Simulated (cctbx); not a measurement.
**BaNaSi3S7F across an absorption edge**

Space group Pmc2_1 (no. 26), a = 4.6850 Å, b = 11.3230 Å, c = 13.8110 Å, α = 90.00°, β = 90.00°, γ = 90.00°.

| atom | mult. | x | y | z | Ueq (Å²) |
| --- | --- | --- | --- | --- | --- |
| Ba1 | 2 | 0 | 0.8177 | 0.3260 | 0.0081 |
| S1 | 2 | 0 | 0.8221 | 0.1492 | 0.0127 |
| S2 | 2 | 0 | 0.2402 | 0.1347 | 0.0132 |
| S3 | 2 | 0 | 0.9941 | 0.4272 | 0.0113 |
| S4 | 2 | 0 | 0.5777 | 0.3610 | 0.0144 |
| S5 | 2 | 1/2 | 0.5496 | 0.5737 | 0.0119 |
| S6 | 2 | 1/2 | 0.9385 | 0.6398 | 0.0123 |
| S7 | 2 | 1/2 | 0.6548 | 0.8350 | 0.0111 |
| Si1 | 2 | 0 | 0.0036 | 0.0853 | 0.0177 |
| Si2 | 2 | 1/2 | 0.5321 | 0.4075 | 0.0138 |
| Si3 | 2 | 1/2 | 0.7445 | 0.6777 | 0.0185 |
| Na1 | 2 | 0 | 0.5738 | 0.1298 | 0.0178 |
| F1 | 2 | 1/2 | 0.2451 | 0.8551 | 0.0136 |

The model was made for the exercise: a known structure type with other elements put in, its volume estimated, not relaxed; displacement parameters are assumed.

Calculated with cctbx: free-atom f′ and f″ from the Sasaki tables, no fine structure; amplitudes in electrons.

```csv
E (eV),F 0 1 0,F 0 2 2,F 0 2 0,F 1 1 2
4647,20.2,111.1,6.3,54.2
4997,18.5,108.8,3.5,53.8
5127,17.0,107.0,1.3,53.4
5187,15.7,105.4,1.0,53.1
5217,14.4,103.8,3.1,52.8
5232,13.1,102.3,5.1,52.6
5239,12.0,101.0,7.0,52.4
5243,10.8,99.6,9.0,52.2
5251,13.2,92.6,13.8,58.1
5255,14.3,94.3,12.4,58.3
5262,15.4,95.8,11.3,58.4
5277,16.5,97.5,10.4,58.6
5307,17.6,99.2,9.9,58.8
5397,18.9,101.3,9.6,58.9
5647,19.8,98.4,13.5,61.2
```

**Question.** Which edge is crossed, and why do the reflections move as they do?

The L3 edge of Ba. The edge is at 5247 eV. f′ of Ba falls from -11.8 e at 5127 eV to -19.6 e at 4 eV below it, and f″ steps from 3.47 to 10.78 e across it. Over that approach |F| changes by -36 % (0 1 0), -7 % (0 2 2), +592 % (0 2 0) and -2 % (1 1 2): a reflection falls where Ba scatters in phase with the total and rises where it scatters against it; it hardly moves where the Ba term is small or cancels by symmetry or lies in quadrature to the total. The f″ term interferes with the normal scattering with opposite sign for the two Friedel mates. The largest Friedel difference in the scan is 28.6 % of the mean (1 1 2, at 5647 eV).

[Logs are printed without paths, hosts, clocks, repeated set-up lines and the standing remarks that a program may print on its own settings, such as how far it seeks lower states.]
